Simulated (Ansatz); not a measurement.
# A hypothetical structure for Li2ZrNiS4, part 2 of 2

This structure for Li2ZrNiS4 is made up. Its elements were placed in a known structure type with a cell scaled to their sizes. What cell does the guess relax to, and how far off was it?

Ansatz 0.2.0; DFT, PBE, plane-wave PAW, files of the set soft_1, scalar-relativistic, ferromagnetic start, cell and ions relaxed at zero pressure; PAW set soft_1 (the session's first sound run).

So far: The structure; Relaxing cell and atoms.

### 3. Bands of the relaxed cell

With the geometry fixed, one more self-consistent run, with a narrower smearing and the mesh shown in its input, gives the bands, and its pressure, and its forces where symmetry allows any, show how far the geometry depends on these settings.

This step: DFT, PBE, plane-wave PAW, files of the set soft_1, scalar-relativistic, ferromagnetic start, bands and density of states at the relaxed cell; PAW set soft_1 (Ansatz 0.2.0).

Input file input.yaml:

```yaml
crystal:
  lattice:
    - [6.4284242914, 0.0, 0.0870232908]
    - [0.0, 3.6365572585, 0.0]
    - [-2.0560646352, 0.0, 5.7805404131]
  atoms:
    - { symbol: Zr, position: [0.5, 0.0, 0.5] }
    - { symbol: Ni, position: [0.5, 0.5, 0.0], spin: 1.3 }
    - { symbol: S, position: [0.743739115, 0.5, 0.7515134986] }
    - { symbol: S, position: [0.7267964548, 0.0, 0.2275872875] }
    - { symbol: S, position: [0.256260885, 0.5, 0.2484865014] }
    - { symbol: S, position: [0.2732035452, 0.0, 0.7724127125] }
    - { symbol: Li, position: [0.0, 0.5, 0.5] }
    - { symbol: Li, position: [0.0, 0.0, 0.0] }
magnetization:
  spin_polarized: true
kpoints:
  mp_grid: { grid: [6, 8, 6] }
  band_path:
    path:
      - [[0.0, 0.0, 0.0], [-0.5, 0.0, 0.0], [-0.630491, 0.0, 0.38633523], [-0.5, 0.0, 0.5], [-0.5, -0.5, 0.5], [-0.369509, -0.5, 0.61366477], [0.0, -0.5, 0.5], [0.0, 0.0, 0.5], [-0.369509, 0.0, 0.61366477]]
      - [[-0.630491, -0.5, 0.38633523], [-0.5, -0.5, 0.0], [0.0, -0.5, 0.0]]
      - [[-0.5, 0.0, 0.0], [-0.5, -0.5, 0.0]]
    npoints: 7
scf:
  occupations: { method: fermi_dirac, width: 0.03 }
  n_extra_bands: 13
hamiltonian:
  xc: pbe
  pseudopotentials: { kind: paw, azcp: { folder: soft_1 } }
output:
  forces: true
  stress: true
  write_bands: true
  dos: { projected: true }
  write_density: true
  write_potential: true
  elf: true
  volumetric_format: npy
```

Command:

```sh
$ ansatz run input.yaml --threads 4 --pin off --max-ram 10240MiB --backend cpu --events-out ev --progress --plain --runs-dir out
```

Numbers of over 12 decimals in the logs are rounded to 6 here.

The log of the run:

```text
[...]
Crystal: 8 atoms, lattice volume = 135.784 Å³
Basis set: ecut = 420 eV, 2641 PW (Γ), exchange–correlation on 90×50×90 points (8 copies of the dense FFT grid, shifted against one another)
Bands: 43, of which v1, the nominal top of the filled ones, is band 30 counted from 1 (29 counted from 0)
Symmetry: 4 space group operations
[...]
k-points: 100 of 288
[...]
Starting moments: Σ|m| = 1.3 μB on 1 of 8 sites
[...]
SCF iter   1: F=—  HF=-14049.526195 eV  |F-HF|=—  |Δ(HF+E_count)|=         —  Δρ=4.68e-2 (↑2.91e-2 ↓4.68e-2)  dr2=7.13e0  dr2_m=1.79e-1  M=1.385 μB ∫|m|=1.390 μB  β_m=0.30  ethr=3.10e-3  ⟨swp⟩=7.5  Hψ=39654  notcnv=0  defer=134
[...]
SCF iter  14: F=-14050.211984 eV  HF=-14050.211985 eV  |F-HF|=9.09e-9  |Δ(HF+E_count)|=  8.19e-11  Δρ=1.44e-6 (↑8.93e-7 ↓1.44e-6)  dr2=1.03e-8  dr2_m=1.59e-10  M=1.995 μB ∫|m|=2.078 μB  ethr=1.65e-10  ⟨swp⟩=16.1  Hψ=65482  notcnv=0
SCF 1 converged in 14 iterations: F = -14050.211984 eV  dr2 = 1.03e-8
[...]
NSCF: frozen V_eff on 80 k-points
SCF converged after 14 iterations
Magnetization: 1.9953 μB (30.9977 up, 29.0023 down)
Absolute magnetization: 2.0767 μB (∫|ρ↑−ρ↓|, with the PAW one-centre terms)
[...]
Per-site moments (μB) at R_I (Å): [(0.028195, 1.050894), (1.294794, 1.016235), (0.075248, 1.036994), (0.139857, 1.016235), (0.075248, 1.036994), (0.139857, 1.016235), (0.032353, 1.070468), (-0.000948742, 1.061002)]
Free energy (F): -14050.211984 eV
[...]
Internal energy: -14050.210820 eV  (E = F + TS)
E sigma→0 (E₀):  -14050.211402 eV
Entropy (-TS):   -0.001164 eV (-0.146 meV/atom)
Fermi energy:    8.095255 eV
[...]
--- Forces (eV/Å), atoms counted from 1 ---
  atom   1  Zr     0.00000000     0.00000000    -0.00000000
  atom   2  Ni    -0.00000000     0.00000000    -0.00000000
  atom   3  S     -0.00871402     0.00000000     0.00297139
  atom   4  S      0.01260982    -0.00000000     0.01452184
  atom   5  S      0.00871402    -0.00000000    -0.00297139
  atom   6  S     -0.01260982     0.00000000    -0.01452184
  atom   7  Li    -0.00000000     0.00000000    -0.00000000
  atom   8  Li    -0.00000000     0.00000000    -0.00000000
  max |Σ_I F_I| component: 1.73e-18 eV/Å
--- Stress (GPa, compression-positive) ---
       -0.000230       0.000000       0.041110
        0.000000       0.081646       0.000000
        0.041111       0.000000       0.017859
  P = ⅓ Tr σ = 0.0331 GPa (0.331 kbar)
--- Band table (eV; the first three rows and the last of 200) ---
  k-point 0 ↑: bands = [... 26 lower, 6.8535, 7.0207, 7.2812, 7.6761, 7.8504, 8.1131, 9.8943, 10.1459, ... 9 higher]
  k-point 1 ↑: bands = [... 26 lower, 6.8047, 6.8981, 6.9794, 7.6994, 7.7897, 8.2433, 9.9409, 10.1065, ... 9 higher]
  k-point 2 ↑: bands = [... 26 lower, 6.3752, 6.7106, 6.9068, 7.4633, 7.9542, 8.4390, 9.9529, 10.0095, ... 9 higher]
  k-point 99 ↓: bands = [... 26 lower, 6.5209, 6.6985, 6.8233, 8.4587, 8.7479, 9.3798, 9.8020, 10.7119, ... 9 higher]
```

Wall time 40 s (4 threads of Arm Neoverse V1, shared host); peak memory 1.1 GiB; 2.6 min of CPU time.

In the SCF lines HF is the Harris–Foulkes energy and dr2 the Hartree energy of the density residual, in eV; the loop may stop once dr2 is under the threshold and the program's other checks hold. Hψ counts applications of the Hamiltonian.

Numbers from this step:

| Quantity | Value |
| --- | --- |
| energy at zero smearing | -14050.2114 eV |
| smearing term TS | 0.001164 eV |
| Fermi energy | 8.095 eV |
| magnetization | 1.995 μB |
| absolute magnetization | 2.077 μB |
| site moments | 0.02820, 1.295, 0.07525, 0.1399, 0.07525, 0.1399, 0.03235, -9.49e-4 μB |
| pressure | 0.03309 GPa |

bands.tsv at the labelled points (eV, zero at the Fermi level; the bands that come nearest the Fermi level along the path):

```
point  band_28_up  band_29_up  band_30_up  band_31_up  band_28_dn  band_29_dn  band_30_dn  band_31_dn
    Γ       -0.81       -0.42       -0.24        0.02       -0.66        0.07        0.63        0.86
    Y       -0.91       -0.63       -0.56        0.46       -0.76        0.47        0.52        0.62
    H       -1.41       -0.99       -0.09        0.27       -0.84        0.27        0.36        1.03
    C       -1.47       -1.37        0.02        0.04       -0.80        0.06        0.14        1.17
    E       -2.01       -0.62       -0.33        0.91       -1.27        0.36        0.65        1.28
   M1       -1.76       -0.87       -0.41        1.00       -1.24        0.31        0.71        1.24
    A       -1.69       -1.17       -0.78        1.02       -1.23        0.22        0.48        1.22
    X       -1.47       -0.64       -0.07        0.42       -0.94        0.45        0.52        1.05
   H1       -1.41       -0.99       -0.09        0.27       -0.84        0.27        0.36        1.03
    M       -1.76       -0.87       -0.41        1.00       -1.24        0.31        0.71        1.24
    D       -1.36       -1.00       -0.80        1.11       -0.89        0.38        0.60        1.21
    Z       -1.47       -1.36       -0.05        1.39       -0.88        0.13        1.15        1.48
    Y       -0.91       -0.63       -0.56        0.46       -0.76        0.47        0.52        0.62
    D       -1.36       -1.00       -0.80        1.11       -0.89        0.38        0.60        1.21
```

Spin density in the ac plane at fractional y = 0.000, with atoms of Zr and S and Li within 0.2 Å of it.

Ten even steps from '0' (-0.004 e/Å³) to '9' (0.069 e/Å³), each cell a mean:
```
000012321000000000
000036852000000000
000026962100000000
000001652100000000
001220221110000000
012430001210000000
112210001100000000
111110000111100000
111000111111001111
000000101100001211
000000002200013321
000000011111014310
000000001124201000
000000000148720000
000000000138951000
000000000124531000
000001100011110000
```
Columns run along a (6.4 Å), rows up along c (6.1 Å). Atoms in or near the plane, at fractional coordinates: Zr at (0.50, 0.50), S at (0.73, 0.23), S at (0.27, 0.77), Li at (0.00, 0.00).

ELF of down spins in the ac plane at fractional y = 0.000, with atoms of Zr and S and Li within 0.2 Å of it. It is the smooth field of the valence electrons, not physical close to the nuclei.

Values, 9 rows by 16 columns, each cell a mean:
```
0.47 0.15 0.47 0.74 0.77 0.74 0.67 0.44 0.17 0.09 0.09 0.08 0.06 0.03 0.06 0.53
0.18 0.69 0.90 0.73 0.27 0.32 0.73 0.66 0.28 0.06 0.05 0.08 0.09 0.08 0.04 0.03
0.42 0.82 0.88 0.61 0.40 0.69 0.75 0.42 0.19 0.14 0.09 0.09 0.11 0.08 0.04 0.06
0.26 0.62 0.78 0.82 0.78 0.56 0.45 0.63 0.67 0.71 0.44 0.08 0.06 0.07 0.05 0.05
0.06 0.15 0.27 0.29 0.18 0.24 0.70 0.54 0.39 0.71 0.43 0.25 0.44 0.48 0.37 0.16
0.14 0.04 0.05 0.07 0.06 0.16 0.50 0.62 0.55 0.45 0.59 0.81 0.83 0.84 0.80 0.56
0.14 0.04 0.07 0.11 0.12 0.08 0.06 0.09 0.33 0.72 0.71 0.29 0.26 0.81 0.89 0.66
0.06 0.03 0.04 0.07 0.07 0.05 0.05 0.14 0.46 0.73 0.61 0.42 0.68 0.89 0.74 0.26
0.83 0.39 0.02 0.09 0.17 0.20 0.17 0.12 0.21 0.45 0.61 0.66 0.61 0.42 0.12 0.51
```
Columns run along a (6.4 Å), rows up along c (6.1 Å). Atoms in or near the plane, at fractional coordinates: Zr at (0.50, 0.50), S at (0.73, 0.23), S at (0.27, 0.77), Li at (0.00, 0.00).

Electrostatic potential energy in the ac plane at fractional y = 0.000, with atoms of Zr and S and Li within 0.2 Å of it. With pseudopotentials it is smooth inside the atoms' cores, unlike the true potential.

Ten even steps from '0' (-41 eV) to '9' (12 eV), each cell a mean:
```
368998899999999863
789864479999999976
999621159999999998
997323169999999999
997211378888999999
998534787556899999
999888862003789999
999999720001799999
999998500003799999
999998500016899999
999998632368766799
999999877887311589
999999999984131489
999999999982122699
888999999984226898
458999999998779986
148999999999999973
```
Columns run along a (6.4 Å; values clipped at the 3rd and 97th percentile), rows up along c (6.1 Å). Atoms in or near the plane, at fractional coordinates: Zr at (0.50, 0.50), S at (0.73, 0.23), S at (0.27, 0.77), Li at (0.00, 0.00).

### 4. What came out

```json
{"space group, relaxed": "P2/m", "conventional cell": "a = 6.135, b = 3.637, c = 6.429 Å; α = 90.0°, β = 108.8°, γ = 90.0°", "volume per atom": "16.97 Å³ (guess 17.06)", "total moment": "1.98 μB in the cell of 8 atoms"}
```

What this shows: Li2ZrNiS4 relaxes to P2/m with a = 6.135, b = 3.637 and c = 6.429 Å. The guessed volume was near the relaxed one. The space group P2/m was held in the relaxation, so the end point is a stationary structure within it and may be a saddle against distortions or other arrangements. The input starts from parallel moments, and no other start was typed. Bands cross the Fermi level, so it is a metal or semimetal at this level. Semilocal functionals can close a small real gap, so this isn't settled for compounds with anions. On the 6×8×6 mesh with the narrower smearing (relaxed on 5×7×5) the largest force component is 0.015 eV/Å and the largest stress component is 0.082 GPa, against the relaxation's thresholds of 0.015 eV/Å and 0.05 GPa. The cutoff wasn't tested. No dispersion term is used, so weakly bound directions may come out too long. Nothing here tests whether the compound is stable against decomposition.

[Logs are printed without paths, hosts, clocks, repeated set-up lines and the standing remarks that a program may print on its own settings, such as how far it seeks lower states.]

[Hosts, paths, dates, database ids (printed as entryN), source tags and the programs' standing remarks are cut or masked in the printed files.]
